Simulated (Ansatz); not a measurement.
The compound is NaCuBr3 (cubic perovskite) (Pm-3m).

The structure was built from a prototype and need not be the compound's stable phase.

```
Na Cu Br
1.0
     0.00000   -5.01273    0.00000
     0.00000    0.00000    5.01273
    -5.01273    0.00000    0.00000
Na Cu Br
1 1 3
Cartesian
  0.0000 0.0000 0.0000
  -2.5064 -2.5064 2.5064
  0.0000 -2.5064 2.5064
  -2.5064 -2.5064 0.0000
  -2.5064 0.0000 2.5064
```

The structure was relaxed with PBEsol. The structure type comes from a generator and need not be one that this composition takes. The structure was generated from a model, not taken from a measurement. The runs that relaxed it are not among those shown. The program's search for lower electronic states was switched off, so nothing shows that the state found is the lowest. PAW set soft_2, made with PBE.

A constrained-RPA run (Ansatz 0.2.0; non-magnetic PBEsol; Cu d + anion p, bands v14 to v1, 4×4×4 mesh, medium accuracy) builds 14 functions on bands 7.3 eV wide, with 27.0 electrons in the window. The bare on-site interaction is 27.2 eV and the bare J 0.94 eV.

What U and J survive the screening?

On the Cu d shell, U = 8.23 eV (30 % of the bare value), U′ = 6.67 eV, J = 0.78 eV.

The parent state is non-magnetic and the interaction static (zero frequency); U depends on the window and the orbitals, so it belongs to this model alone. A window that holds the anion p bands defines a model with explicit ligands; its U belongs to that model and is not the U of DFT+U.

[Paths, hosts, dates, memory and timing lines, banners, echoed tables and standing remarks are left out of the program output.]

[Logs are printed without paths, hosts, clocks, repeated set-up lines and the standing remarks that a program may print on its own settings, such as how far it seeks lower states.]

[Runs of the session that timed out or met a known fault of the program may be left out.]

[Hosts, paths, dates, database ids (printed as entryN), source tags and the programs' standing remarks are cut or masked in the printed files.]
